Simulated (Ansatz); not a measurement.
**What Sn2C (model cell, started as cuprite) distorts into**

Wanted: the energy along a soft mode of Sn2C (model cell, started as cuprite) and the structure at the end.

Calculated with Ansatz 0.2.0; DFT PBEsol, scalar-relativistic, plane waves, PAW.

The structure was built from a prototype and need not be the compound's stable phase.

## (1) The structure

It takes space group Pn-3m (No. 224, cubic). Conventional cell: a = 5.021 Å, b = 5.021 Å, c = 5.021 Å, α = 90.00°, β = 90.00°, γ = 90.00°. Nearest to C lie 4 Sn at 2.17 Å. Sn has 2 C at 2.17 Å nearest. Farther neighbours are not listed.

## (2) Phonons on a q mesh

The cell comes from relaxations at this level that are not shown. Stability and thermal properties need the whole zone. Linear response on a 2×2×2 q mesh gives force constants as far as a supercell of that size would.

input.yaml reads:

```yaml
crystal:
  lattice:
    - [5.0213021337, 0.0, 0.0]
    - [0.0, 5.0213021337, 0.0]
    - [0.0, 0.0, 5.0213021337]
  atoms:
    - { symbol: C, position: [0.0, 0.0, 0.0] }
    - { symbol: C, position: [0.5, 0.5, 0.5] }
    - { symbol: Sn, position: [0.25, 0.25, 0.25] }
    - { symbol: Sn, position: [0.75, 0.75, 0.25] }
    - { symbol: Sn, position: [0.75, 0.25, 0.75] }
    - { symbol: Sn, position: [0.25, 0.75, 0.75] }
kpoints:
  mp_grid: { grid: [8, 8, 8] }
hamiltonian:
  xc: pbesol
scf:
  occupations: { method: methfessel_paxton, width: 0.2 }
output:
  eigenvalues: true
phonons:
  method: dfpt
  qmesh: [2, 2, 2]
  temperatures: { t_max: 1000, t_step: 50 }
  qpath:
    path:
      - [[0.0, 0.0, 0.0], [0.0, 0.5, 0.0], [0.5, 0.5, 0.0], [0.0, 0.0, 0.0], [0.5, 0.5, 0.5], [0.0, 0.5, 0.0]]
      - [[0.5, 0.5, 0.5], [0.5, 0.5, 0.0]]
    npoints: 10
```

Command:

```sh
ansatz run input.yaml --threads 8 --pin off --max-ram 14336MiB --backend cpu --events-out ev --progress --plain --runs-dir out
```

Numbers of over 12 decimals in the logs are rounded to 6 here.

The log of the run:

```text
Warning: phonons: the dynamical matrix that this run interpolates holds no multipole term above the dipole-dipole one, and a site of this crystal is no centre of inversion, so its interpolated transverse optical and acoustic branches and sound speeds can stay off near Gamma, and the density of states and the thermodynamics with them. What a run solves at a wave vector of phonons.qpoints, Gamma apart, where the deck admits one, is free of this, and under fd what a larger phonons.supercell samples
Engine: ansatz 0.2.0, aarch64-unknown-linux-gnu
Pseudopotentials: kind: paw
Pseudopotential: C, paw, valence charge 4, recommended cutoff 420 eV (normal), C.paw.azcp
Pseudopotential: Sn, paw, valence charge 14, recommended cutoff 420 eV (normal), Sn.paw.azcp
Functional definition: PBEsol
  exchange = pbesol_x
  correlation = pbesol_c
Crystal: 6 atoms, lattice volume = 126.604 Å³
Basis set: ecut = 420 eV, 2517 PW (Γ), exchange–correlation on 72×72×72 points (8 copies of the dense FFT grid, shifted against one another)
Bands: 39, of which v1, the nominal top of the filled ones, is band 32 counted from 1 (31 counted from 0)
Symmetry: 48 space group operations
k-points: 35 of 512
Non-local potential: C, projectors of the file, l = 0: 2, l = 1: 2, l = 2: 1
Non-local potential: Sn, projectors of the file, l = 0: 2, l = 1: 2, l = 2: 2, l = 3: 2
PAW form: soft (Blöchl's): semilocal exchange-correlation on the pseudo side does not see the compensation charge
PAW frozen core: C, regenerated for the run's functional, and the local potential with it (the file was generated under x = pbe(κ = 0.804, μ = 0.219515), c = pbe(β = 0.066725))
PAW frozen core: Sn, regenerated for the run's functional, and the local potential with it (the file was generated under x = pbe(κ = 0.804, μ = 0.219515), c = pbe(β = 0.066725))
PAW one-centre angular grid: C, 110 points (default); XC on 64 Gauss nodes
PAW one-centre angular grid: Sn, 590 points (default); XC on 64 Gauss nodes
Initial density: superposition of atomic densities (neutral atoms: chi_scale 0, normalization atom), corrected by the library's trained network
Initial wavefunctions: pseudopotential atomic-orbital guess
Functional: x = pbesol(κ = 0.804, μ = 0.123457), c = pbesol(β = 0.046)
SCF iter   1: F=—  HF=-24285.407835 eV  |F-HF|=—  |Δ(HF+E_count)|=         —  Δρ=1.37e-2  dr2=3.81e-1  ethr=1.77e-3  ⟨swp⟩=7.8  Hψ=5931  notcnv=0
preconditioner: auto → Kerker (q_TF=auto, 2.435 Å⁻¹)  [metal: Δε(μ)=0.008 eV  Ē_g=17.796 eV  σ=0.200 eV  W_gap=0.03  n_scr=26 (ndim 8)  ℏωp=26.4 eV  f_vac=0.000  D(μ)=3.84/eV (n_scr^D=26)]
SCF iter   2: F=—  HF=-24285.338182 eV  |F-HF|=—  |Δ(HF+E_count)|=   6.97e-2  S|Δr|=    0.00e0  Δρ=6.18e-3  dr2=8.65e-2  ethr=5.96e-4  ⟨swp⟩=1.2  Hψ=1658  notcnv=0  defer=2
SCF iter   3: F=—  HF=-24285.319696 eV  |F-HF|=—  |Δ(HF+E_count)|=   1.85e-2  S|Δr|=    0.00e0  Δρ=1.11e-3  dr2=1.52e-3  ethr=1.35e-4  ⟨swp⟩=2.0  Hψ=1683  notcnv=0  defer=2
SCF iter   4: F=—  HF=-24285.319567 eV  |F-HF|=—  |Δ(HF+E_count)|=   1.29e-4  S|Δr|=    0.00e0  Δρ=2.24e-4  dr2=5.96e-5  ethr=2.38e-6  ⟨swp⟩=2.0  Hψ=1728  notcnv=0  defer=2
SCF iter   5: F=—  HF=-24285.319562 eV  |F-HF|=—  |Δ(HF+E_count)|=   4.61e-6  S|Δr|=    0.00e0  Δρ=6.81e-5  dr2=6.63e-6  ethr=9.31e-8  ⟨swp⟩=2.1  Hψ=2411  notcnv=0  defer=2
SCF iter   6: F=—  HF=-24285.319559 eV  |F-HF|=—  |Δ(HF+E_count)|=   3.01e-6  S|Δr|=    0.00e0  Δρ=1.75e-5  dr2=5.51e-7  ethr=1.04e-8  ⟨swp⟩=3.0  Hψ=2549  notcnv=0  defer=2
SCF iter   7: F=—  HF=-24285.319558 eV  |F-HF|=—  |Δ(HF+E_count)|=   1.32e-6  S|Δr|=    0.00e0  Δρ=3.70e-6  dr2=2.21e-8  ethr=8.60e-10  ⟨swp⟩=2.4  Hψ=2366  notcnv=0  defer=5
SCF iter   8: F=—  HF=-24285.319558 eV  |F-HF|=—  |Δ(HF+E_count)|=   4.42e-9  S|Δr|=    0.00e0  Δρ=8.02e-7  dr2=1.19e-9  ethr=3.46e-11  ⟨swp⟩=2.7  Hψ=2170  notcnv=0  defer=5
SCF iter   9: F=—  HF=-24285.319558 eV  |F-HF|=—  |Δ(HF+E_count)|=  1.46e-11  S|Δr|=    0.00e0  Δρ=2.20e-7  dr2=7.63e-11  ethr=1.87e-12  ⟨swp⟩=2.2  Hψ=1619  notcnv=0  defer=5
SCF iter  10: F=-24285.319558 eV  HF=-24285.319558 eV  |F-HF|=2.91e-11  |Δ(HF+E_count)|=  1.46e-11  S|Δr|=    0.00e0  Δρ=3.58e-8  dr2=1.43e-12  ethr=1.00e-12  ⟨swp⟩=11.4  Hψ=6574  notcnv=0
SCF 1 converged in 10 iterations: F = -24285.319558 eV  dr2 = 1.43e-12
  greatest PAW one-centre occupation: 0.992 electrons in one spin orbital (limit 2), on the Sn atom at site 2 (counted from 0), in its partial waves of l = 2
Initial density: read from a saved state, or passed on in memory by an earlier SCF of this step, an earlier step, the calling program or the single point that the run made first
iter 1 solved again at ethr=2.28e-7 eV; its pass at ethr=3.10e-3 eV (dr2=1.46e-4 eV) is discarded
SCF iter   1: F=—  HF=-24285.319558 eV  |F-HF|=—  |Δ(HF+E_count)|=         —  Δρ=6.12e-7  dr2=3.66e-10  ethr=2.28e-7  ⟨swp⟩=3.3  Hψ=9338  notcnv=0
eigensolver tolerance schedule: the retry pair's looser diagonalisation over-reported the residual by 398455.61 of it (diagonalisation noise at an unbounded share of the residual, at the tolerance the schedule requests for it); recorded, not acted on — ethr = c·dr2/N_el stays at c = 1.0e-1
preconditioner: auto → Kerker (q_TF=auto, 2.435 Å⁻¹)  [metal: Δε(μ)=0.029 eV  Ē_g=17.817 eV  σ=0.200 eV  W_gap=0.12  n_scr=26 (ndim 8)  ℏωp=26.4 eV  f_vac=0.000  D(μ)=3.69/eV (n_scr^D=26)]
SCF iter   2: F=—  HF=-24285.319558 eV  |F-HF|=—  |Δ(HF+E_count)|=   3.08e-7  S|Δr|=    0.00e0  Δρ=3.24e-7  dr2=9.77e-11  ethr=1.00e-12  ⟨swp⟩=4.5  Hψ=4030  notcnv=0
SCF iter   3: F=—  HF=-24285.319558 eV  |F-HF|=—  |Δ(HF+E_count)|=  2.91e-11  S|Δr|=    0.00e0  Δρ=2.04e-7  dr2=3.82e-11  ethr=1.00e-12  ⟨swp⟩=1.0  Hψ=1365  notcnv=0
SCF iter   4: F=—  HF=-24285.319558 eV  |F-HF|=—  |Δ(HF+E_count)|=  1.46e-11  S|Δr|=    0.00e0  Δρ=1.13e-7  dr2=1.22e-11  ethr=1.00e-12  ⟨swp⟩=1.0  Hψ=1365  notcnv=0
SCF iter   5: F=-24285.319558 eV  HF=-24285.319558 eV  |F-HF|=1.46e-11  |Δ(HF+E_count)|=  7.28e-12  S|Δr|=    0.00e0  Δρ=5.92e-8  dr2=3.58e-12  ethr=1.00e-12  ⟨swp⟩=4.9  Hψ=3525  notcnv=0
SCF 2 converged in 5 iterations: F = -24285.319558 eV  dr2 = 3.58e-12
  greatest PAW one-centre occupation: 0.992 electrons in one spin orbital (limit 2), on the Sn atom at site 4 (counted from 0), in its partial waves of l = 2
phonons: the bands overlap, so this run is a metal and interpolates without the dipole-dipole term. If the crystal is really an insulator or semiconductor, its LO-TO splitting is missing
NSCF: frozen V_eff on 35 k-points
NSCF: frozen V_eff on 150 k-points
DFPT response loops at q = (0, 0, 0) (fractional): preconditioner auto → Kerker (q_TF=auto, 2.435 Å⁻¹) (partly filled bands, converged f_vac=0.000); β = 1.00, the filter's whole step (`scf.mixing.beta` (0.50) is not read by the response loops under this deck's `scf.mixing.preconditioner`; to damp them name `kerker` or `kerker_dos`, under which they read `scf.mixing.beta`, and type it under 1.00, their step now; both keys bind the ground state too); Broyden in place of MSR1
NSCF: frozen V_eff on 520 k-points
DFPT response loops at q = (0, 0, -0.5) (fractional): mixed as the last ones told, above
NSCF: frozen V_eff on 520 k-points
DFPT response loops at q = (0, -0.5, -0.5) (fractional): mixed as the last ones told, above
NSCF: frozen V_eff on 300 k-points
DFPT response loops at q = (-0.5, -0.5, -0.5) (fractional): mixed as the last ones told, above
SCF converged after 10 iterations
Stability not checked: this state was not tested for a lower state beside it, because cold or Methfessel-Paxton smearing, or corrected tetrahedra, fill the levels in a way that the test cannot read (fill_not_monotonic; see scf.lower_state_search)
Free energy (F): -24285.319558 eV
Harris-Foulkes:  -24285.319558 eV  (|F-HF|=2.91e-11)
Internal energy: -24285.310566 eV  (E = F + TS)
E sigma→0 (E₀):  -24285.317310 eV
Entropy (-TS):   -0.008992 eV (-1.499 meV/atom)
Fermi energy:    10.063991 eV
--- Per-component energies (eV) ---
  E_band       = -346.265167
  E_kinetic    = 916.861366
  E_local      = -3736.029832  (includes V_loc(G=0)·N_el)
  E_nonlocal   = -64.261895
  E_hartree    = 2239.342464
  E_xc         = -1607.644849
  E_vxc        = -500.688789  (∫ρ·V_xc dr)
  E_paw        = -16456.170256  (= ΣΔE_a)
  E_vpaw       = -1440.830929  (= ΣTr[D̂ρ^β])
  E_aug_tail   = 0.000007  (compensation charges beyond the density's cutoff)
  E_ewald      = -5578.589130
  E_core_change = 1.181560  (= ΣΔE_core)
  E_smearing   = -0.008992  (= −TS)
  E_closure    = 0.000000  (closes the sum)
  Σ components = -24285.319558   (vs F -24285.319558, Δ=0.00e0)
--- Band table (eV; the first three rows and the last of 35) ---
  k-point 0: bands = [... 28 lower, 6.0869, 6.8092, 6.8092, 11.7989, 11.7989, 11.7989, 12.1481, 12.1481, ... 3 higher]
  k-point 1: bands = [... 28 lower, 6.9147, 7.0208, 7.2341, 11.2818, 11.2818, 11.2874, 12.0022, 12.5010, ... 3 higher]
  k-point 2: bands = [... 28 lower, 7.2285, 7.9962, 8.2670, 10.3065, 10.8279, 10.8279, 11.5667, 12.3184, ... 3 higher]
  k-point 34: bands = [... 28 lower, 9.6042, 9.6042, 9.6042, 10.1781, 11.2975, 11.2975, 11.2975, 14.1122, ... 3 higher]
--- Phonons (Γ-DFPT): 2 representative perturbations + reference (Σ response iterations 6) ---
  ASR residual: 3.875e-6 → 0.000e0 eV/Å²; symmetrization residual: 4.923e-7 eV/Å²
  ASR residual per site (eV/Å²): 3.88e-6 3.88e-6 3.72e-6 3.72e-6 3.72e-6 3.72e-6
  Γ frequencies (cm⁻¹): -92.19 -92.19 -92.19 -77.79 -77.79 0.00 0.00 0.00 20.73 20.73 20.73 219.74 361.87 361.87 361.87 501.71 501.71 501.71
--- Phonons (arbitrary-q DFPT): 4 irreducible q on the 2×2×2 mesh ---
  q = [0.0000, 0.0000, 0.0000] (star 1, of the zone-centre solve; hermiticity 1.31e-7, symmetrization 1.62e-12): -92.19 -92.19 -92.19 -77.79 -77.79 -0.00 -0.00 0.00 20.73 20.73 20.73 219.74 361.87 361.87 361.87 501.71 501.71 501.71
  q = [0.0000, 0.0000, -0.5000] (star 3, 4 solved perturbations in 610 linear systems a pass and spin channel, the states on 260 of 512 k-point pairs; hermiticity 1.53e-7, symmetrization 1.18e-12): -92.74 -92.74 -74.21 -74.21 -73.91 -73.91 -31.67 -31.67 65.15 65.15 153.56 153.56 330.62 330.62 427.98 427.98 531.58 531.58
  q = [0.0000, -0.5000, -0.5000] (star 3, 4 solved perturbations in 610 linear systems a pass and spin channel, the states on 260 of 512 k-point pairs; hermiticity 2.33e-7, symmetrization 1.11e-12): -184.27 -184.27 -81.47 -81.47 -58.22 -58.22 -53.72 -53.72 64.47 64.47 136.29 136.29 203.43 203.43 440.98 440.98 512.18 512.18
  q = [-0.5000, -0.5000, -0.5000] (star 1, 2 solved perturbations in 225 linear systems a pass and spin channel, the states on 150 of 512 k-point pairs; hermiticity 1.64e-7, symmetrization 5.42e-12): -137.89 -137.89 -137.89 -81.80 -81.80 -81.80 -33.73 -33.73 66.09 66.09 66.09 221.36 378.46 378.46 378.46 496.16 496.16 496.16
  sum rule: each row above includes the acoustic sum rule's correction from the zone centre's row sums; it moved no ω² by more than (0.30 cm⁻¹)²
  mesh force constants: q→R imaginary residual 3.46e-17; ASR residual 3.875e-6 → 0.000e0 eV/Å²; symmetrization residual 6.217e-15 eV/Å²
  interpolated dispersion: 62 rows × 18 modes
  density of states and harmonic sums: on the 12×12×12 q-mesh, interpolated from the force constants of a 2×2×2 supercell (no non-analytic term)
  largest difference from the sums on the solved wave vectors: F 3.30e-2 eV, S 3.44e-5 and C_V 8.36e-6 eV/K
  zero-point energy: 0.180098 eV/cell   skipped modes (ω ≤ 0): 669, of them read as no rigid motion or as one in doubt: 666 (7.984e0 modes/cell left out, lowest -184.27 cm⁻¹)   left out of the sums: 4.44e-1 of the cell's modes: C_V's classical limit lies that fraction below 3 k_B per atom; for a crystal, a wire or a layer, F and S can be off by more, and a phonons.interpolated_qmesh denser along its periods is the remedy for the sampling
```

It took 2.1 min on 8 threads of Arm Neoverse V2, shared host; peak memory 3.4 GiB.

Numbers from this step:

```yaml
volume_per_atom: 21.10 Å³
gap_on_the_k_mesh: 0 eV
sum_rule_residual_before_enforcement: 3.88e-6 eV/Å²
lowest_frequency_on_the_path: -184.3 cm⁻¹
point_group: m-3m
highest_frequency_on_the_path_or_at_a_solved_wavevector: 535.2 cm⁻¹
highest_optical_mode_at_the_zone_centre_no_lo_to_term: 501.7 cm⁻¹
lowest_optical_zone_centre_mode: -92.19 cm⁻¹
lowest_mode_on_the_q_mesh_acoustic_modes_at_gamma_apart: -184.3 cm⁻¹
```

Frequencies (cm⁻¹) solved at each irreducible wavevector; negative means imaginary. Frequencies by wavevector, by row:

```
q in reciprocal lattice units  star  mode 1  mode 2  mode 3  mode 4  mode 16  mode 17  mode 18
                        0 0 0     1   -92.2   -92.2   -92.2   -77.8    501.7    501.7    501.7
                     0 0 -0.5     3   -92.7   -92.7   -74.2   -74.2      428    531.6    531.6
                  0 -0.5 -0.5     3  -184.3  -184.3   -81.5   -81.5      441    512.2    512.2
               -0.5 -0.5 -0.5     1  -137.9  -137.9  -137.9   -81.8    496.2    496.2    496.2
```

Interpolated from a 2×2×2 q mesh. The phonon branches at the labelled points (cm⁻¹):

```
    point  branch 1  branch 2  branch 3  branch 4  branch 15  branch 16  branch 17  branch 18
        Γ       -92       -92       -92       -78        362        502        502        502
  halfway       -94       -84       -84       -84        381        479        518        518
        X       -93       -93       -74       -74        428        428        532        532
  halfway      -130      -130       -89       -89        432        432        526        526
        M      -184      -184       -82       -82        441        441        512        512
  halfway      -108      -104       -90       -88        395        471        517        526
        Γ       -92       -92       -92       -78        362        502        502        502
  halfway      -118      -118      -104       -84        338        506        510        510
        R      -138      -138      -138       -82        378        496        496        496
  halfway      -138      -126      -124       -86        352        487        502        527
        X       -93       -93       -74       -74        428        428        532        532
jump to R      -138      -138      -138       -82        378        496        496        496
  halfway      -154      -154      -114       -82        399        480        510        510
        M      -184      -184       -82       -82        441        441        512        512
```

Symmetry leaves 4 wavevectors to solve. The lowest mode among them, the acoustic zeros apart, lies at q = (0, -0.5, -0.5) and is imaginary, 184.3i cm⁻¹, so the energy falls along it.

## (3) The mode frozen in, largest atomic shift 0 Å

The mode followed lies at q = (0, -0.5, -0.5) with frequency 184.3i cm⁻¹ and is 2-fold degenerate, the softest among the wavevectors solved. At small amplitude the distorted cell has space group no. 16 by a symmetry search on the positions. The undistorted cell that holds it gives the zero of energy on the same k mesh.

System of this step: Sn2C (model cell, started as cuprite). It takes space group Pn-3m (No. 224, cubic). Conventional cell: a = 5.021 Å, b = 5.021 Å, c = 5.021 Å, α = 90.00°, β = 90.00°, γ = 90.00°. Nearest to C lie 4 Sn at 2.17 Å. Nearest to Sn lie 2 C at 2.17 Å. Farther neighbours are not listed.

input.yaml reads:

```yaml
crystal:
  lattice:
    - [-5.0213021337, 0.0, 0.0]
    - [0.0, -5.0213021337, -5.0213021337]
    - [0.0, -5.0213021337, 5.0213021337]
  atoms:
    - { symbol: C, position: [0.0, 0.5, 0.5] }
    - { symbol: C, position: [0.0, 0.0, 0.0] }
    - { symbol: C, position: [0.5, 0.0, 0.5] }
    - { symbol: C, position: [0.5, 0.5, 0.0] }
    - { symbol: Sn, position: [0.75, 0.25, 0.5] }
    - { symbol: Sn, position: [0.75, 0.75, 0.0] }
    - { symbol: Sn, position: [0.25, 0.0, 0.25] }
    - { symbol: Sn, position: [0.25, 0.5, 0.75] }
    - { symbol: Sn, position: [0.25, 0.0, 0.75] }
    - { symbol: Sn, position: [0.25, 0.5, 0.25] }
    - { symbol: Sn, position: [0.75, 0.75, 0.5] }
    - { symbol: Sn, position: [0.75, 0.25, 0.0] }
kpoints:
  mp_grid: { grid: [8, 6, 6] }
hamiltonian:
  xc: pbesol
scf:
  occupations: { method: methfessel_paxton, width: 0.2 }
output:
  forces: true
  stress: true
  eigenvalues: true
```

The log of the run:

```text
[...]
Crystal: 12 atoms, lattice volume = 253.209 Å³
Basis set: ecut = 420 eV, 4981 PW (Γ), exchange–correlation on 72×96×96 points (8 copies of the dense FFT grid, shifted against one another)
Bands: 77, of which v1, the nominal top of the filled ones, is band 64 counted from 1 (63 counted from 0)
Symmetry: 32 space group operations
[...]
k-points: 50 of 288
[...]
k-point 0: bands = [... 60 lower, 7.3871, 8.9849, 8.9849, 11.6891, 11.6891, 11.7992, 11.7995, 11.7995, ... 9 higher]
  k-point 1: bands = [... 60 lower, 7.7705, 9.0177, 9.2640, 11.0662, 11.1176, 11.3018, 11.3103, 11.4310, ... 9 higher]
  k-point 2: bands = [... 60 lower, 8.3752, 9.0301, 9.9831, 10.2079, 10.2408, 10.6051, 10.7643, 10.8258, ... 9 higher]
  k-point 49: bands = [... 60 lower, 8.9851, 8.9851, 8.9851, 8.9851, 11.6901, 11.6901, 11.6901, 11.6901, ... 9 higher]
[key lines of the parts left out:]
SCF converged after 7 iterations
Free energy (F): -48570.654986 eV
Fermi energy:    10.075341 eV
P = ⅓ Tr σ = -0.0351 GPa (-0.351 kbar)
```

Wall time 5.4 s (8 threads); peak memory 1.5 GiB.

Numbers from this step:

| Quantity | Value |
| --- | --- |
| pressure | -0.03511 GPa |
| energy from the undistorted cell | 0 meV/atom |

The run ends at a pressure of -0.04 GPa.

## (4) The mode frozen in, largest atomic shift 0.22 Å

The atoms are moved along the unstable eigenvector, the largest shift by 0.22 Å, with the cell fixed.

input.yaml reads:

```yaml
crystal:
  lattice:
    - [-5.0213021337, 0.0, 0.0]
    - [0.0, -5.0213021337, -5.0213021337]
    - [0.0, -5.0213021337, 5.0213021337]
  atoms:
    - { symbol: C, position: [0.0, 0.484808302, 0.5270003063] }
    - { symbol: C, position: [0.0, 0.015191698, -0.0270003063] }
    - { symbol: C, position: [0.5, 0.015191698, 0.5270003063] }
    - { symbol: C, position: [0.5, 0.484808302, -0.0270003063] }
    - { symbol: Sn, position: [0.75, 0.25, 0.4882358489] }
    - { symbol: Sn, position: [0.75, 0.75, 0.0117641511] }
    - { symbol: Sn, position: [0.25, -0.006619089, 0.25] }
    - { symbol: Sn, position: [0.25, 0.506619089, 0.75] }
    - { symbol: Sn, position: [0.25, -0.006619089, 0.75] }
    - { symbol: Sn, position: [0.25, 0.506619089, 0.25] }
    - { symbol: Sn, position: [0.75, 0.75, 0.4882358489] }
    - { symbol: Sn, position: [0.75, 0.25, 0.0117641511] }
kpoints:
  mp_grid: { grid: [8, 6, 6] }
hamiltonian:
  xc: pbesol
scf:
  occupations: { method: methfessel_paxton, width: 0.2 }
output:
  forces: true
  stress: true
  eigenvalues: true
```

The log of the run:

```text
[...]
Crystal: 12 atoms, lattice volume = 253.209 Å³
Basis set: ecut = 420 eV, 4981 PW (Γ), exchange–correlation on 72×96×96 points (8 copies of the dense FFT grid, shifted against one another)
Bands: 77, of which v1, the nominal top of the filled ones, is band 64 counted from 1 (63 counted from 0)
Symmetry: 4 space group operations
[...]
k-points: 80 of 288 (time reversal used)
[...]
k-point 0: bands = [... 60 lower, 7.6109, 8.7508, 9.0331, 11.2685, 11.7280, 11.7683, 11.7758, 11.8725, ... 9 higher]
  k-point 1: bands = [... 60 lower, 7.9211, 8.8865, 9.1897, 10.6514, 10.9732, 11.0884, 11.6670, 11.6678, ... 9 higher]
  k-point 2: bands = [... 60 lower, 8.5235, 8.9161, 9.7615, 9.7874, 9.9803, 10.4552, 11.1074, 11.3555, ... 9 higher]
  k-point 79: bands = [... 60 lower, 8.7439, 8.8014, 8.9832, 8.9887, 11.7266, 11.7457, 11.7988, 11.7989, ... 9 higher]
[key lines of the parts left out:]
SCF converged after 8 iterations
Free energy (F): -48570.750804 eV
Fermi energy:    10.040743 eV
P = ⅓ Tr σ = 1.2690 GPa (12.690 kbar)
```

It took 16 s on 8 threads; peak memory 1.6 GiB; 2 min of CPU time.

This step gave:

```
pressure                         : 1.269 GPa
energy from the undistorted cell : -8.361 meV/atom
```

The energy, extrapolated to zero smearing, is -8.36 meV/atom against the undistorted cell.

The run ends at a pressure of 1.27 GPa, with forces up to 0.99 eV/Å.

(Part 1 of 2 ends here.)

[Logs are printed without paths, hosts, clocks, repeated set-up lines and the standing remarks that a program may print on its own settings, such as how far it seeks lower states.]

[Hosts, paths, dates, database ids (printed as entryN), source tags and the programs' standing remarks are cut or masked in the printed files.]
